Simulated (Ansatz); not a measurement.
# TaTc (Pm-3m): Grüneisen parameters, part 2 of 2

Aim: how the phonons of TaTc (Pm-3m) shift with volume, and the thermal expansion that follows.

Ansatz 0.2.0; DFT PBEsol, scalar-relativistic, plane waves, PAW; PAW set ansatz+soft_1.

So far, highest frequency on the path or at a solved wavevector (cm⁻¹): step 2 (the dispersion) 254; step 4 (phonons at the other volume, volume ratio 0.97) 269.

## (5) Relaxing at another volume, volume ratio 1.03

The volume is scaled by 1.03 and held; symmetry leaves nothing to relax, so this is a single point. The modes can then be followed against volume.

The input, input.yaml:

```yaml
crystal:
  lattice:
    - [3.1833949469, 0.0, 0.0]
    - [0.0, 3.1833949469, 0.0]
    - [0.0, 0.0, 3.1833949469]
  atoms:
    - { symbol: Ta, position: [0.0, 0.0, 0.0] }
    - { symbol: Tc, position: [0.5, 0.5, 0.5] }
kpoints:
  mp_grid: { grid: [16, 16, 16] }
hamiltonian:
  xc: pbesol
  pseudopotentials: { kind: paw, azcp: { Ta: "soft_1/Ta.paw.azcp" }, xc_functional: pbe }
scf:
  occupations: { method: methfessel_paxton, width: 0.2 }
output:
  forces: true
  stress: true
  eigenvalues: true
```

On the command line:

```console
> ansatz run input.yaml --threads 4 --pin off --max-ram 10240MiB --backend cpu --events-out ev --progress --plain --runs-dir out
```

Numbers of over 12 decimals in the logs are rounded to 6 here.

The log of the run:

```text
[...]
Crystal: 2 atoms, lattice volume = 32.261 Å³
Basis set: ecut = 500 eV, 799 PW (Γ), exchange–correlation on 48×48×48 points (8 copies of the dense FFT grid, shifted against one another)
Bands: 18, of which v1, the nominal top of the filled ones, is band 14 counted from 1 (13 counted from 0)
Symmetry: 48 space group operations
[...]
k-points: 165 of 4096
[...]
--- Band table (eV; the first three rows and the last of 165) ---
  k-point 0: bands = [... 10 lower, 15.3629, 19.3477, 19.3477, 19.3477, 22.6453, 22.6453, 25.5998, 25.5998]
  k-point 1: bands = [... 10 lower, 15.4344, 19.3386, 19.3386, 19.3815, 22.5263, 22.6862, 25.2490, 25.2490]
  k-point 2: bands = [... 10 lower, 15.6394, 19.3162, 19.3162, 19.4817, 22.1882, 22.8023, 24.4956, 24.4956]
  k-point 164: bands = [... 10 lower, 17.7967, 18.3502, 18.3502, 18.3502, 21.9141, 21.9141, 25.4006, 25.4006]
[key lines of the parts left out:]
SCF converged after 6 iterations
Free energy (F): -15146.046385 eV
Fermi energy:    20.597302 eV
P = ⅓ Tr σ = -7.6750 GPa (-76.750 kbar)
```

Wall time 1.7 s (4 threads of Arm Neoverse V1, shared host); peak memory 0.4 GiB; 5.8 s of CPU time.

Numbers from this step:

```
pressure        : -7.675 GPa
volume per atom : 16.13 Å³
```

The run ends at a pressure of -7.68 GPa.

## (6) Phonons at the other volume, volume ratio 1.03

The phonons are repeated at this volume on the same k and q meshes.

Edit input.yaml of step 5 so:

```diff
@@ -16,4 +16,11 @@
 output:
-  forces: true
-  stress: true
   eigenvalues: true
+phonons:
+  method: dfpt
+  qmesh: [4, 4, 4]
+  temperatures: { t_max: 1000, t_step: 50 }
+  qpath:
+    path:
+      - [[0.0, 0.0, 0.0], [0.0, 0.5, 0.0], [0.5, 0.5, 0.0], [0.0, 0.0, 0.0], [0.5, 0.5, 0.5], [0.0, 0.5, 0.0]]
+      - [[0.5, 0.5, 0.5], [0.5, 0.5, 0.0]]
+    npoints: 10
```

The log of the run:

```text
[...]
Crystal: 2 atoms, lattice volume = 32.261 Å³
Basis set: ecut = 500 eV, 799 PW (Γ), exchange–correlation on 48×48×48 points (8 copies of the dense FFT grid, shifted against one another)
Bands: 18, of which v1, the nominal top of the filled ones, is band 14 counted from 1 (13 counted from 0)
Symmetry: 48 space group operations
k-points: 165 of 4096
[...]
k-point 164: bands = [... 10 lower, 17.7967, 18.3502, 18.3502, 18.3502, 21.9142, 21.9142, 25.4005, 25.4005]
[...]
ASR residual: 3.815e-5 → 0.000e0 eV/Å²; symmetrization residual: 9.684e-6 eV/Å²
  ASR residual per site (eV/Å²): 3.06e-5 3.82e-5
  Γ frequencies (cm⁻¹): 0.00 0.00 0.00 179.03 179.03 179.03
--- Phonons (arbitrary-q DFPT): 10 irreducible q on the 4×4×4 mesh ---
[...]
interpolated dispersion: 62 rows × 6 modes
[...]
[key lines of the parts left out:]
SCF converged after 8 iterations
Free energy (F): -15146.046385 eV
Fermi energy:    20.597307 eV
```

Wall time 10 min (4 threads); peak memory 3.8 GiB; 40 min of CPU time.

This step gave:

| Item | Value |
| --- | --- |
| sum-rule residual before enforcement | 3.82e-5 eV/Å² |
| highest frequency on the path or at a solved wavevector | 242.3 cm⁻¹ |
| mean frequency | 171.5 cm⁻¹ |
| Debye temperature (second moment) | 331 K |
| logarithmic mean frequency | 163.3 cm⁻¹ |
| highest optical mode at the zone centre (no LO-TO term) | 179.0 cm⁻¹ |
| lowest optical zone-centre mode | 179.0 cm⁻¹ |
| lowest mode on the q mesh (acoustic modes at Γ apart) | 67.26 cm⁻¹ |
| zero-point energy per atom | 31.9 meV |
| heat capacity at 300 K | 23.49 J/(mol atoms K) |
| vibrational entropy at 300 K | 31.78 J/(mol atoms K) |

Frequencies (cm⁻¹) solved at each irreducible wavevector; negative means imaginary. Frequencies by wavevector, by row:

| q in reciprocal lattice units | star | mode 1 | mode 2 | mode 3 | mode 4 | mode 5 | mode 6 |
| --- | --- | --- | --- | --- | --- | --- | --- |
| 0 0 0 | 1 | 0 | 0 | 0 | 179 | 179 | 179 |
| 0 0 0.25 | 6 | 67.3 | 67.3 | 137.4 | 178 | 178 | 227.6 |
| 0 0 -0.5 | 3 | 100.8 | 100.8 | 176 | 176 | 207.9 | 240.4 |
| 0 0.25 0.25 | 12 | 89.9 | 111.5 | 154.5 | 173.8 | 209.1 | 221.2 |
| 0 0.25 -0.5 | 12 | 109.5 | 130.6 | 178.6 | 179.8 | 212.8 | 238.5 |
| 0 -0.5 -0.5 | 3 | 112.7 | 155.4 | 155.4 | 174.8 | 239.6 | 239.6 |
| 0.25 0.25 0.25 | 8 | 125.6 | 125.6 | 155.6 | 211.4 | 211.4 | 222 |
| 0.25 0.25 -0.5 | 12 | 134.8 | 135.2 | 169.6 | 212.1 | 217.4 | 232.7 |
| 0.25 -0.5 -0.5 | 6 | 140.1 | 157.9 | 157.9 | 223.3 | 236.6 | 236.6 |
| -0.5 -0.5 -0.5 | 1 | 155.4 | 155.4 | 155.4 | 237.2 | 237.2 | 237.2 |

The highest optical mode at the zone centre (no LO-TO term) is 179.0 cm⁻¹, -12.9 cm⁻¹ against the base run.

## (7) Grüneisen parameters

The Grüneisen parameter of a mode is minus the logarithmic change of its frequency with volume, −d ln ω / d ln V; weighted by heat capacity it gives the expansion.

Numbers from this step:

| Item | Value |
| --- | --- |
| bulk modulus | 277.1 GPa |

The phonon branches at the labelled points (cm⁻¹):

| point | branch 1 | branch 2 | branch 3 | branch 4 | branch 5 | branch 6 |
| --- | --- | --- | --- | --- | --- | --- |
| Γ | 0 | 0 | 0 | 192 | 192 | 192 |
| halfway | 71 | 71 | 143 | 190 | 190 | 238 |
| X | 107 | 107 | 186 | 186 | 216 | 250 |
| halfway | 116 | 136 | 186 | 189 | 226 | 251 |
| M | 120 | 162 | 162 | 185 | 254 | 254 |
| halfway | 95 | 115 | 162 | 185 | 224 | 229 |
| Γ | 0 | 0 | 0 | 192 | 192 | 192 |
| halfway | 131 | 131 | 164 | 225 | 225 | 231 |
| R | 164 | 164 | 164 | 249 | 249 | 249 |
| halfway | 141 | 142 | 176 | 225 | 228 | 245 |
| X | 107 | 107 | 186 | 186 | 216 | 250 |
| jump to R | 164 | 164 | 164 | 249 | 249 | 249 |
| halfway | 148 | 165 | 165 | 234 | 250 | 250 |
| M | 120 | 162 | 162 | 185 | 254 | 254 |

The same for volume x 0.97:

| point | branch 1 | branch 2 | branch 3 | branch 4 | branch 5 | branch 6 |
| --- | --- | --- | --- | --- | --- | --- |
| Γ | 0 | 0 | 0 | 205 | 205 | 205 |
| X | 114 | 114 | 195 | 195 | 224 | 261 |
| M | 128 | 168 | 168 | 196 | 269 | 269 |
| Γ | 0 | 0 | 0 | 205 | 205 | 205 |
| R | 174 | 174 | 174 | 261 | 261 | 261 |
| X | 114 | 114 | 195 | 195 | 224 | 261 |
| R | 174 | 174 | 174 | 261 | 261 | 261 |
| M | 128 | 168 | 168 | 196 | 269 | 269 |

The same for volume x 1.03:

| point | branch 1 | branch 2 | branch 3 | branch 4 | branch 5 | branch 6 |
| --- | --- | --- | --- | --- | --- | --- |
| Γ | 0 | 0 | 0 | 179 | 179 | 179 |
| X | 101 | 101 | 176 | 176 | 208 | 240 |
| M | 113 | 155 | 155 | 175 | 240 | 240 |
| Γ | 0 | 0 | 0 | 179 | 179 | 179 |
| R | 155 | 155 | 155 | 237 | 237 | 237 |
| X | 101 | 101 | 176 | 176 | 208 | 240 |
| R | 155 | 155 | 155 | 237 | 237 | 237 |
| M | 113 | 155 | 155 | 175 | 240 | 240 |

The first set of phonon branches as a text plot (rows in cm⁻¹):

```
    264 |
    252 |     ************                  *******   ***********
    241 |   **       *    *              ****     ****     **
    230 |           *      ***          ***        **        *
    219 |  *    ** *         ***     ***             *  **
    208 | *    *  *            **   ***               **      *
    196 |***      **            *****                  *       *
    185 |   ********************                     *****      *
    174 |           **    ***                      **
    163 |    *        ****   *          ***********       *******
    151 |            **  *             *   *       *        **
    140 |   *       *     *   *          **         *
    129 |          *       **        ** *            **       **
    118 |         *********  * *                      **        *
    107 |      ****        **          *                **
     95 |  *  *              **     *
     84 |    *                  *    **
     73 |   *                 **
     62 | *                    *    *
     50 |                       *  *
     39 |  *                    **
     28 |**                      * *
     17 |*                       *
      6 |                         *
         Γ      X      M          Γ            R        X|R     M
```

Mode Grueneisen parameter -dln(w)/dln(V), modes matched by rank; at Γ the acoustic branches take the value of a neighbouring point of the path. The mode Grüneisen parameters at the labelled points ():

| point | branch 1 | branch 2 | branch 3 | branch 4 | branch 5 | branch 6 |
| --- | --- | --- | --- | --- | --- | --- |
| Γ | 1.83 | 1.83 | 1.32 | 2.28 | 2.28 | 2.28 |
| halfway | 1.63 | 1.63 | 1.36 | 2.20 | 2.20 | 1.45 |
| X | 2.01 | 2.01 | 1.74 | 1.74 | 1.27 | 1.37 |
| halfway | 1.99 | 1.44 | 1.16 | 1.69 | 2.01 | 1.69 |
| M | 2.13 | 1.25 | 1.25 | 1.87 | 1.94 | 1.94 |
| halfway | 1.76 | 0.97 | 1.57 | 2.10 | 2.09 | 1.31 |
| Γ | 1.70 | 0.44 | 1.79 | 2.28 | 2.28 | 2.28 |
| halfway | 1.29 | 1.29 | 1.64 | 2.00 | 2.00 | 1.38 |
| R | 1.85 | 1.85 | 1.85 | 1.62 | 1.62 | 1.62 |
| halfway | 1.48 | 1.69 | 1.30 | 1.96 | 1.62 | 1.78 |
| X | 2.01 | 2.01 | 1.74 | 1.74 | 1.27 | 1.37 |
| jump to R | 1.85 | 1.85 | 1.85 | 1.62 | 1.62 | 1.62 |
| halfway | 1.78 | 1.48 | 1.48 | 1.59 | 1.81 | 1.81 |
| M | 2.13 | 1.25 | 1.25 | 1.87 | 1.94 | 1.94 |

The mode Grüneisen parameters as a text plot (rows in , shown from 0.7 to 2.3 only):

```
   2.25 |***                  *********
   2.18 |*  *                 *                       *
   2.12 |    *        ***    *   *     *                        *
   2.05 |          ***   **        *
   1.98 | *   ********  *****      *    *           *   **     *
   1.92 |     *  *    *** *         *                *  *     ***
   1.85 |*        * ****** **        **  **  ****  *   *  *     *
   1.79 |  *  **  * *    *   *  ***    *     *  ********   *** *
   1.72 |       ****           ****        **    ***** *** ** *
   1.65 | ****            *   **        *   **  **    *** **
   1.59 |          *         *      *    ***  *** *** *    ***
   1.52 |         *        **                      * * *
   1.46 |   *                            **        **  *     *
   1.39 |   *** **  *      **  *        *               **
   1.32 |***  ** *   *       *                      *   *     *
   1.26 |      **     *****          ** *                *     **
   1.19 |         *  **  **   *        *
   1.13 |           *      **          *             *
   1.06 |          *
   0.99 |                    *       **               *
   0.93 |
   0.86 |                           *
   0.80 |                     *
   0.73 |                          *
         Γ      X      M          Γ            R        X|R     M
```

(dS/dlnV)/C_V. Table of thermodynamic Grueneisen parameter by temperature:

| temperature (K) | thermodynamic Grueneisen parameter |
| --- | --- |
| 50 | 1.58 |
| 100 | 1.63 |
| 150 | 1.64 |
| 200 | 1.65 |
| 250 | 1.65 |
| 300 | 1.65 |
| 350 | 1.65 |
| 400 | 1.65 |
| 450 | 1.65 |
| 500 | 1.65 |
| 550 | 1.65 |
| 600 | 1.65 |
| 650 | 1.65 |
| 700 | 1.65 |
| 750 | 1.65 |
| 800 | 1.65 |
| 850 | 1.65 |
| 900 | 1.65 |
| 950 | 1.65 |
| 1000 | 1.65 |

Gamma C_V/(B V) at the static volume. The volume expansion by temperature:

| temperature (K) | volume expansion (1e-6/K) |
| --- | --- |
| 50 | 3.07 |
| 100 | 9.15 |
| 150 | 12.2 |
| 200 | 13.6 |
| 250 | 14.3 |
| 300 | 14.7 |
| 350 | 15 |
| 400 | 15.2 |
| 450 | 15.3 |
| 500 | 15.4 |
| 550 | 15.4 |
| 600 | 15.5 |
| 650 | 15.6 |
| 700 | 15.6 |
| 750 | 15.6 |
| 800 | 15.6 |
| 850 | 15.6 |
| 900 | 15.7 |
| 950 | 15.7 |
| 1000 | 15.7 |

## (8) Results

* bulk modulus: 277 GPa
* thermodynamic Grüneisen parameter at 300 K: 1.65
* volume expansion at 300 K, estimated: 14.73 × 10⁻⁶ K⁻¹

What this shows: By this estimate the volume grows by 14.7 × 10⁻⁶ per kelvin at 300 K. The highest optical mode at Γ goes from 205 to 179 cm⁻¹ as the cell grows, a Grüneisen parameter of 2.27. Mode parameters on the path run from 0.44 to 2.3, with a median of 1.7. Branches are matched by rank, so values near crossings are rough. The expansion is the Grüneisen estimate at the static volume, with the static bulk modulus. With no gap, or one that is small against the smearing, the frequencies hang on the k mesh and the smearing, most of all near Kohn anomalies. Spin-orbit coupling is left out, which can matter for the heavy elements here. The PAW files were made for PBE and serve the other functionals too.

[Logs are printed without paths, hosts, clocks, repeated set-up lines and the standing remarks that a program may print on its own settings, such as how far it seeks lower states.]

[Hosts, paths, dates, database ids (printed as entryN), source tags and the programs' standing remarks are cut or masked in the printed files.]
